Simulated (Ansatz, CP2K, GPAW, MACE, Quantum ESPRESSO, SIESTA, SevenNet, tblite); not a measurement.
**Running amorphous polyisobutylene (as short chains C10H22) at 400 K (64 atoms) with tblite**

How do the settings of tblite change the result for amorphous polyisobutylene (as short chains C10H22) at 400 K (64 atoms)? A plane-wave run serves as the yardstick.

Calculated with tblite 0.8.0; the method is named at each step.

## (1) Set-up

The cell holds 64 atoms: 20 C and 44 H. Cell: a = 8.318 Å, b = 8.318 Å, c = 8.318 Å, α = 90.0°, β = 90.0°, γ = 90.0°. 2 polyisobutylene chains of 2 units with methyl end groups placed at random, at 0.821 g/cm³; overlaps pushed apart, then 20 ps at 800 K with MMFF94 bonds, angles, torsions, charges and radii (Halgren, J. Comput. Chem. 17, 490 (1996)) in harmonic and 12-6 forms. Snapshot after 30 ps at 400 K and fixed volume. Then every atom was moved at random, 0.03 Å r.m.s. a Cartesian component (hydrogen 0.6 of that).

The yardstick, on the same geometry:

- method: Kohn-Sham DFT, PBE, SSSP efficiency 1.3.0 pseudopotentials, plane waves (Quantum ESPRESSO 7.5); sssp-pbe-1.3.0-efficiency, cutoffs 45/360 Ry, Γ point
- r.m.s. force component: 1.455 eV/Å
- longest force: 6.794 eV/Å
- pressure: 4.324 GPa
- gap (highest filled to lowest empty level): 5.382 eV
- time: 45 s on 1 thread of Arm Neoverse V1, shared host
- CPU time: 45 s

## (2) GFN1-xTB

Method: GFN1-xTB tight binding, diagonalisation.

run.py

```python
import numpy as np
from ase.io import read
from tblite.ase import TBLite

atoms = read("structure.xyz")
atoms.calc = TBLite(method="GFN1-xTB", electronic_temperature=580, accuracy=1.0, max_iterations=250, mixer_damping=0.4, verbosity=1)
energy = atoms.get_potential_energy()
forces = atoms.get_forces()
print(f"energy {energy:.6f} eV")
print("forces (eV/A)")
for i, (a, f) in enumerate(zip(atoms, forces)):
    print(f"{i:4d} {a.symbol:2s} {f[0]:10.5f} {f[1]:10.5f} {f[2]:10.5f}")
stress = -atoms.get_stress(voigt=False) * 160.21766
print("stress (GPa, compression positive)")
for row in stress:
    print(" ".join(f"{x:10.4f}" for x in row))
print("charges (e)")
print(np.array2string(atoms.get_charges(), precision=4, suppress_small=True, max_line_width=110, threshold=100000))
```

structure.xyz

```xyz
64
Lattice="8.31826 0.00000 0.00000 0.00000 8.31826 0.00000 0.00000 0.00000 8.31826" Properties=species:S:1:pos:R:3 pbc="T T T"
C 4.93772 1.38532 0.92383
C 5.12746 1.84000 2.32778
C 4.15955 1.53655 3.35284
C 4.63893 1.85006 4.81428
C 4.06339 0.06638 3.52070
C 2.69686 2.02092 3.00722
C 2.35315 3.52669 3.06187
C 2.00678 3.98012 4.51083
C 0.99536 3.66486 2.30932
C 3.44443 4.50800 2.47061
H 3.92980 1.57215 0.43538
H 5.58405 1.86387 0.16953
H 5.27228 0.40976 0.68884
H 6.15984 1.38299 2.58440
H 5.45728 2.86947 2.37012
H 3.89968 1.53738 5.48889
H 5.57681 1.53231 5.07214
H 4.70714 2.94050 4.90104
H 5.12521 7.99343 3.66087
H 3.57278 7.84129 4.35128
H 3.60122 7.88105 2.59189
H 1.97234 1.37310 3.56155
H 2.38892 1.79516 1.99688
H 1.73361 5.04868 4.46499
H 2.83994 3.86691 5.07447
H 1.14127 3.44775 4.93131
H 0.90544 4.71155 1.99114
H 0.99420 3.20519 1.34531
H 0.16720 3.39352 2.87920
H 4.11429 4.77352 3.16518
H 3.87415 4.02928 1.52923
H 2.95581 5.41061 2.13355
C 1.51767 7.45166 0.18525
C 1.16797 7.53152 7.12184
C 8.13260 8.13168 6.87463
C 8.10016 0.11171 5.41810
C 8.05341 1.16115 7.57536
C 6.96338 7.20237 7.39352
C 6.66392 5.85938 7.07892
C 7.68017 4.65889 7.26725
C 5.46676 5.34124 8.07437
C 6.08439 5.78102 5.67147
H 1.88816 0.04700 0.53986
H 0.71986 7.17516 0.79905
H 2.30607 6.57883 0.38106
H 1.93549 8.15356 6.72698
H 1.28925 6.56427 6.57941
H 7.93562 1.16822 5.24325
H 0.74099 0.09300 4.80870
H 7.28996 8.01539 4.90661
H 7.87265 1.01117 0.34978
H 7.23140 1.71797 7.08450
H 0.55657 1.75449 7.50033
H 7.06137 7.21276 0.18300
H 6.02941 7.77882 7.34519
H 7.92298 4.60765 0.02429
[... 4 atom lines left out ...]
H 5.33774 4.25704 8.03369
H 6.86747 5.95396 4.89189
H 5.35521 6.53674 5.50012
H 5.58396 4.75347 5.33666
```

Started as:

```sh
> OMP_NUM_THREADS=1 python run.py > output.txt
```

The log of the run:

```text
------------------------------------------------------------
  cycle        total energy    energy error   density error
------------------------------------------------------------
      1     -65.96005716752  -6.6890329E+01   5.6240248E-01
      2     -65.96288817138  -2.8310039E-03   3.3578026E-01
      3     -65.96289764423  -9.4728476E-06   3.7285486E-03
      4     -65.96295810961  -6.0465381E-05   9.2082804E-04
      5     -65.96296083556  -2.7259434E-06   1.3972333E-04
      6     -65.96296089330  -5.7748480E-08   3.3448135E-05
      7     -65.96296089619  -2.8866936E-09   7.5138633E-06
------------------------------------------------------------
 total:                                   0.639 sec
energy -1794.943592 eV
forces (eV/A)
   0 C    -1.30483    1.04160   -3.04959
   1 C     4.68189    0.35518   -0.60474
   2 C    -2.69550   -0.66598    2.78693
   3 C    -1.69164    3.52275   -2.05251
   4 C     0.66924   -4.52882   -1.64158
   5 C     0.17454    0.07851    0.49324
   6 C    -0.97632    0.33033    0.74400
   7 C    -2.13620    0.81788   -2.12303
   8 C     1.97696    1.88829   -1.27886
   9 C    -3.12644   -2.53133   -3.35826
  10 H     0.72460   -0.45206    1.00419
  11 H     0.11276    0.92449    0.72335
  12 H    -0.43036   -1.62998    0.62515
  13 H    -1.29614    0.05592    0.15797
  14 H    -0.48270    0.78994   -0.22195
  15 H    -0.89571   -0.59405    1.00683
  16 H     2.18916   -1.37891    0.26759
  17 H    -0.03182    0.16263    0.18808
  18 H    -1.01983    0.25344   -0.65534
  19 H    -0.38431    1.26769   -0.04270
  20 H     0.86427    0.56714    1.01295
  21 H     0.47190    0.90014    0.26960
  22 H     0.77964   -0.62500   -0.72167
  23 H     0.10594   -0.29588    0.12369
[...]
56 H     0.65861    0.55185    0.96032
  57 H    -0.90151    1.15115    0.66487
  58 H    -0.07896    0.42372   -1.17376
  59 H    -2.10454    1.03385   -0.45028
  60 H    -0.26073    0.22347   -0.74485
  61 H    -0.32393   -0.22360    0.65077
  62 H    -0.76333    0.59804    0.07524
  63 H     1.03356    1.89832    1.10491
stress (GPa, compression positive)
    2.6796     0.0004     1.1801
    0.0004     2.5512     1.3239
    1.1801     1.3239     2.2766
charges (e)
[-0.0914 -0.0365  0.0411 -0.108  -0.0837 -0.0779  0.0363 -0.1062 -0.1096 -0.1053  0.0206  0.0265  0.0321
  0.0169  0.0267  0.0364  0.0398  0.0257  0.0179  0.0268  0.0139  0.0271  0.034   0.0267  0.0381  0.0275
  0.0284  0.0304  0.037   0.0431  0.031   0.0324 -0.0781 -0.0459  0.0396 -0.1119 -0.1019 -0.0667  0.0499
 -0.1085 -0.1111 -0.0921  0.0286  0.0282  0.0133  0.0265  0.0201  0.0306  0.0305  0.0375  0.0275  0.0296
  0.0414  0.0286  0.0329  0.0328  0.0325  0.0304  0.0222  0.0358  0.031   0.0248  0.0289  0.015 ]
```

Elapsed: 1.3 s, on 1 thread of Arm Neoverse V1, shared host; peak memory 0.11 GiB.

Banners, paths, timers and routine set-up lines are dropped from the logs unmarked, and long logs keep their key lines alone; longer cuts are marked.

Numbers from this run, and their distance from the reference:

```
r.m.s. force component                  : 1.461 eV/Å
r.m.s. difference of force components   : 190.2 meV/Å
longest difference of force vectors     : 728 meV/Å
force difference over r.m.s. force      : 13.07 %
slope of forces against the reference's : 0.9956
correlation of force components         : 0.9915
pressure                                : 2.502 GPa
pressure difference                     : -1.821 GPa
```

Length of the force difference by element (eV/Å):

| element | atoms | mean | most |
| --- | --- | --- | --- |
| C | 20 | 0.44 | 0.73 |
| H | 44 | 0.24 | 0.38 |

A closer look about C39, which bears the longest force: 9 atoms, nearest first, numbered in the order of the input, with positions taken from that point.

```csv
atom,x,y,z,distance (Å),bonds,Mulliken charge (e),Fx,Fy,Fz (eV/Å)
C39,0.00,0.00,0.00,0.00,4,0.05,-2.55,-6.42,-0.58
C38,0.30,1.34,0.31,1.41,4,-0.07,1.00,4.20,2.82
C42,-0.58,-0.08,-1.41,1.52,4,-0.09,0.11,-2.30,-2.14
C40,1.02,-1.20,0.19,1.58,4,-0.11,0.10,0.29,-0.99
C41,-1.20,-0.52,1.00,1.64,4,-0.11,3.39,-0.52,1.25
H54,0.40,1.35,1.42,2.00,1,0.03,0.55,0.09,-0.09
H55,-0.63,1.92,0.27,2.04,1,0.03,0.01,0.10,-0.76
H63,-1.31,0.68,-1.58,2.16,1,0.03,-0.76,0.60,0.08
H56,1.26,-1.25,1.26,2.18,1,0.03,0.57,0.02,-0.80
```

Atoms are counted from 1 here, from 0 in the log.

Forces lie 13 % from the reference's, at 0.028 times its CPU time.

## (3) GFN2-xTB

Method: GFN2-xTB tight binding, diagonalisation.

run.py, as its differences from that of step 2:

```diff
@@ -5,3 +5,3 @@
 atoms = read("structure.xyz")
-atoms.calc = TBLite(method="GFN1-xTB", electronic_temperature=580, accuracy=1.0, max_iterations=250, mixer_damping=0.4, verbosity=1)
+atoms.calc = TBLite(method="GFN2-xTB", electronic_temperature=580, accuracy=1.0, max_iterations=250, mixer_damping=0.4, verbosity=1)
 energy = atoms.get_potential_energy()
```

structure.xyz is that of step 2.

The log of the run:

```text
------------------------------------------------------------
  cycle        total energy    energy error   density error
------------------------------------------------------------
      1     -65.07877503663  -6.6134699E+01   7.8677648E-02
      2     -65.13120381377  -5.2428777E-02   4.0090774E-02
      3     -65.13281784282  -1.6140290E-03   1.5887846E-02
[...]
8     -65.13419244728  -1.0400056E-07   3.3047945E-05
      9     -65.13419245713  -9.8503108E-09   7.1691535E-06
------------------------------------------------------------
 total:                                   4.910 sec
energy -1772.391654 eV
forces (eV/A)
   0 C    -1.13619    0.95721   -2.92521
   1 C     4.39368    0.39711   -0.67615
   2 C    -2.65853   -0.77969    2.74789
[...]
62 H    -0.70171    0.46704    0.09001
  63 H     1.02161    1.85664    1.08801
stress (GPa, compression positive)
    2.2733    -0.1307     1.1562
   -0.1307     2.2813     1.3288
    1.1562     1.3288     1.8424
charges (e)
[-0.0823 -0.0332  0.0363 -0.0949 -0.0769 -0.065   0.0224 -0.0981 -0.0998 -0.1039  0.0077  0.0205  0.0394
  0.0069  0.0373  0.0371  0.0406  0.0142  0.0132  0.0192  0.011   0.0251  0.0373  0.0194  0.0457  0.0231
  0.0209  0.0251  0.0379  0.0474  0.0363  0.0288 -0.0765 -0.0417  0.0295 -0.0895 -0.091  -0.0532  0.0378
 -0.1023 -0.1035 -0.0804  0.0346  0.0315  0.0003  0.0252  0.0225  0.0175  0.0155  0.041   0.0264  0.0229
  0.0422  0.0258  0.0362  0.0402  0.0349  0.0222  0.0104  0.0393  0.0322  0.0204  0.0321 -0.0009]
```

It took 5.6 s on 1 thread; peak memory 0.11 GiB.

Compared with the plane-wave run:

| Property | Result |
| --- | --- |
| r.m.s. force component | 1.41 eV/Å |
| r.m.s. difference of force components | 213.9 meV/Å |
| longest difference of force vectors | 745.9 meV/Å |
| force difference over r.m.s. force | 14.7 % |
| slope of forces against the reference's | 0.959 |
| correlation of force components | 0.9893 |
| pressure | 2.132 GPa |
| pressure difference | -2.191 GPa |

Against the first run (13 %), the force difference from the reference is 15 %, at 4.4 times the CPU time.

## (4) Relaxation (GFN1-xTB)

Method: GFN1-xTB tight binding, diagonalisation.

run.py

```python
import numpy as np
from ase.io import read
from ase.optimize import LBFGS
from tblite.ase import TBLite

atoms = read("structure.xyz")
atoms.calc = TBLite(method="GFN1-xTB", electronic_temperature=580, accuracy=1.0, max_iterations=250, mixer_damping=0.4, verbosity=0)
opt = LBFGS(atoms, trajectory="path.traj")
done = opt.run(fmax=0.05, steps=300)
print("converged" if done else "step limit reached")
```

structure.xyz is that of step 3.

Started as:

```sh
> OMP_NUM_THREADS=2 python run.py > output.txt
```

The log of the run:

```text
Step          Energy          fmax
LBFGS:    0    -1794.943592        6.934548
LBFGS:    1    -1797.761245        1.584810
LBFGS:    2    -1798.261493        0.960801
LBFGS:    3    -1798.778077        0.801242
LBFGS:    4    -1798.942157        0.644084
LBFGS:    5    -1799.080969        0.538048
LBFGS:    6    -1799.153662        0.452346
LBFGS:    7    -1799.205721        0.334984
LBFGS:    8    -1799.239187        0.262580
LBFGS:    9    -1799.267569        0.274521
LBFGS:   10    -1799.292938        0.310524
LBFGS:   11    -1799.320003        0.285281
LBFGS:   12    -1799.345879        0.293875
LBFGS:   13    -1799.371184        0.261411
LBFGS:   14    -1799.398591        0.283895
LBFGS:   15    -1799.429694        0.351582
LBFGS:   16    -1799.460157        0.289128
LBFGS:   17    -1799.482277        0.258642
LBFGS:   18    -1799.494479        0.161324
LBFGS:   19    -1799.502971        0.156593
LBFGS:   20    -1799.512405        0.170870
LBFGS:   21    -1799.523245        0.231630
LBFGS:   22    -1799.534894        0.201503
LBFGS:   23    -1799.546015        0.164364
[...]
LBFGS:   67    -1799.797604        0.083552
LBFGS:   68    -1799.800873        0.073693
LBFGS:   69    -1799.802662        0.170012
LBFGS:   70    -1799.805031        0.076234
LBFGS:   71    -1799.806663        0.078479
LBFGS:   72    -1799.808599        0.071789
LBFGS:   73    -1799.809778        0.074277
LBFGS:   74    -1799.811196        0.044370
converged
```

Elapsed: 27 s, on 2 threads; peak memory 0.1 GiB.

Step by step (22 of 75):

| step | energy less that of the first step (eV) | largest force (eV/Å) |
| --- | --- | --- |
| 0 | 0.0000 | 6.9345 |
| 4 | -3.9986 | 0.6441 |
| 7 | -4.2621 | 0.3350 |
| 11 | -4.3764 | 0.2853 |
| 14 | -4.4550 | 0.2839 |
| 18 | -4.5509 | 0.1613 |
| 21 | -4.5797 | 0.2316 |
| 25 | -4.6200 | 0.1828 |
| 28 | -4.6393 | 0.1171 |
| 32 | -4.6653 | 0.1105 |
| 35 | -4.6835 | 0.1817 |
| 39 | -4.7074 | 0.1723 |
| 42 | -4.7198 | 0.1051 |
| 46 | -4.7382 | 0.1001 |
| 49 | -4.7540 | 0.1609 |
| 53 | -4.7772 | 0.2390 |
| 56 | -4.7997 | 0.1191 |
| 60 | -4.8211 | 0.0950 |
| 63 | -4.8335 | 0.1112 |
| 67 | -4.8540 | 0.0836 |
| 70 | -4.8614 | 0.0762 |
| 74 | -4.8676 | 0.0444 |

The atoms that moved most (Å):

```
atom      dx      dy      dz  length
 H49  -0.578  -1.029  -0.081   1.183
 H48   0.828  -0.381  -0.286   0.955
 H13  -0.697   0.064   0.107   0.708
 H27  -0.409  -0.089   0.509   0.659
 H44   0.267  -0.586  -0.066   0.648
 H61  -0.290   0.308  -0.377   0.566
 H11  -0.032   0.526   0.179   0.557
 H50  -0.172   0.467   0.096   0.507
```

First to last step the energy falls by 4.868 eV; the largest move, 1.18 Å, is that of H49.

## (5) Local order at the end (GFN1-xTB)

Density 0.821 g/cm³, 8.993 Å³ an atom.

Pair distribution functions g(r), in bins of 0.2 Å:

| r (Å) | total | H-H | H-C | C-C |
| --- | --- | --- | --- | --- |
| 1.00 | 4.25 | 0.00 | 9.90 | 0.00 |
| 1.20 | 0.00 | 0.00 | 0.00 | 0.00 |
| 1.40 | 0.00 | 0.00 | 0.00 | 0.00 |
| 1.60 | 0.86 | 0.00 | 0.00 | 8.85 |
| 1.80 | 1.42 | 3.01 | 0.00 | 0.00 |
| 2.00 | 0.11 | 0.23 | 0.00 | 0.00 |
| 2.20 | 1.53 | 0.59 | 2.90 | 0.00 |
| 2.40 | 0.99 | 1.58 | 0.04 | 2.25 |
| 2.60 | 1.29 | 1.03 | 1.31 | 2.43 |
| 2.80 | 1.24 | 0.76 | 1.98 | 0.31 |
| 3.00 | 0.79 | 0.85 | 0.85 | 0.24 |
| 3.20 | 0.84 | 0.99 | 0.64 | 1.00 |
| 3.40 | 0.98 | 0.61 | 1.48 | 0.50 |
| 3.60 | 0.98 | 1.37 | 0.70 | 0.35 |
| 3.80 | 1.02 | 1.50 | 0.65 | 0.31 |
| 4.00 | 0.74 | 0.77 | 0.61 | 1.09 |

Bonds by pair of elements; cutoffs follow the first minimum of g(r), held within bounds set by covalent radii, and pairs that aren't listed don't count as bonded:

```csv
pair A-B,cutoff (Å),bonds,mean length (Å),spread (Å),shortest (Å),B about A,A about B
H-C,1.34,44,1.09,0.002,1.09,1,2.2
C-C,1.85,18,1.54,0.007,1.53,1.8,1.8
```

How many atoms have how many bonded neighbours:

```
element  mean   1   4
      C     4   0  20
      H     1  44   0
```

## (6) Side by side

Differences are against the plane-wave reference, forces as r.m.s. over components; share is that over the reference's r.m.s. force, slope the least-squares factor from reference forces to these. Total energies of different programs have different zeros and aren't compared.

```csv
run,"Δ force, r.m.s. (meV/Å)",share (%),slope,Δ pressure (GPa),cores,CPU time,memory (GiB)
reference,-,-,-,-,1,45 s,0.63
tblite GFN1-xTB,190,13.1,0.996,-1.82,1,1.3 s,0.11
tblite GFN2-xTB,214,14.7,0.959,-2.19,1,5.6 s,0.11
```

CPU time is summed over cores on a shared host, where runs went side by side, so it is rough. Symmetry, cutoffs, thresholds, outputs and thread counts weren't matched or tuned between programs; memory under MPI is the largest rank's times the ranks.

## (7) What came out

| Item | Value |
| --- | --- |
| nearest in forces | tblite GFN1-xTB, 13 % |
| its CPU time | 1.3 s |
| energy change in the relaxation (GFN1-xTB) | -76.06 meV/atom |
| r.m.s. displacement (GFN1-xTB) | 0.3527 Å |

What this shows: Tight binding differs by 13 % (tblite GFN1-xTB) to 15 % (tblite GFN2-xTB); it is another model, with fitted parameters of its own, and the xTB methods hold dispersion. Of the electronic-structure runs that take under half the reference's CPU time, tblite GFN1-xTB comes nearest, at 13 % in 1.3 s against 45 s; its pressure misses by -1.8 GPa. The relaxation (GFN1-xTB): first to last step the energy falls by 4.868 eV; the largest move, 1.18 Å, is that of H49. Periodic xTB results under one method name differ between programs and library versions. The reference's pressure holds the uncorrected Pulay stress of its 45 Ry basis, so small pressure differences, and their order, may be the reference's own error. The network of contacts between molecules at the start is that of the classical potential that made the cell, and needn't be the one that DFT or experiment would give. The reference's PBE has no dispersion term, which matters for the binding between molecules or layers. The electronic-structure runs sample only Γ, in a cell whose shortest periodic width is 8 Å.

[Also dropped from logs without a mark: logging warnings of Python, and SIESTA's first energy breakdown and zero terms.]

[Logs are printed without paths, hosts, clocks, repeated set-up lines and the standing remarks that a program may print on its own settings, such as how far it seeks lower states.]

[Hosts, paths, dates, database ids (printed as entryN), source tags and the programs' standing remarks are cut or masked in the printed files.]

[The MMFF94 radii named for the starting cell were scaled by 0.96; in molecules described by MMFF94, hydrogen bound to N, O or S took a small fixed 12-6 site in their place.]
